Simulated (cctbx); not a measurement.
## Resonant diffraction in SmTl2Ge2

Space group I4/mmm (no. 139), a = 4.4690 Å, b = 4.4690 Å, c = 11.6240 Å, α = 90.00°, β = 90.00°, γ = 90.00°.

| atom | mult. | x | y | z | Ueq (Å²) |
| --- | --- | --- | --- | --- | --- |
| Tl1 | 4 | 1/2 | 0 | 1/4 | 0.0108 |
| Sm1 | 2 | 0 | 0 | 0 | 0.0084 |
| Ge1 | 4 | 1/2 | 1/2 | 0.1246 | 0.0143 |

This is a model crystal, built by substitution and not relaxed, with assumed displacement parameters.

Calculated with cctbx: free-atom f′ and f″ from the Sasaki tables, no fine structure; amplitudes in electrons.

| E (eV) | F 0 2 4 | F 2 2 0 | F 0 1 1 | F 0 2 0 |
| --- | --- | --- | --- | --- |
| 10503 | 221.0 | 343.2 | 38.4 | 408.8 |
| 10853 | 222.8 | 339.0 | 40.6 | 404.4 |
| 10983 | 224.8 | 336.0 | 42.5 | 401.2 |
| 11043 | 227.1 | 333.2 | 44.4 | 398.3 |
| 11073 | 229.5 | 330.5 | 46.3 | 395.5 |
| 11088 | 232.0 | 328.0 | 48.2 | 392.7 |
| 11095 | 234.3 | 325.7 | 49.9 | 390.3 |
| 11099 | 236.6 | 323.3 | 51.6 | 387.9 |
| 11107 | 236.9 | 323.2 | 51.3 | 387.5 |
| 11111 | 233.7 | 326.3 | 48.8 | 390.8 |
| 11118 | 230.9 | 328.9 | 46.8 | 393.6 |
| 11133 | 228.0 | 331.7 | 44.6 | 396.5 |
| 11163 | 225.0 | 334.3 | 42.4 | 399.3 |
| 11253 | 221.0 | 337.4 | 39.8 | 402.5 |
| 11503 | 215.3 | 340.1 | 36.6 | 405.4 |

**Question.** Which edge is crossed, and why do the reflections move as they do?

The K edge of Ge. The edge is at 11103 eV. f′ of Ge falls from -4.1 e at 10983 eV to -7.5 e at 4 eV below it, and f″ steps from 0.49 to 3.88 e across it. Over that approach |F| changes by +5 % (0 2 4), -4 % (2 2 0), +21 % (0 1 1) and -3 % (0 2 0): a reflection falls where Ge scatters in phase with the total and rises where it scatters against it; it hardly moves where the Ge term is small or cancels by symmetry. Above the edge the larger f″ enters the imaginary part, where it can add to or cancel the other atoms' f″. The structure is centrosymmetric, so Friedel mates stay equal.
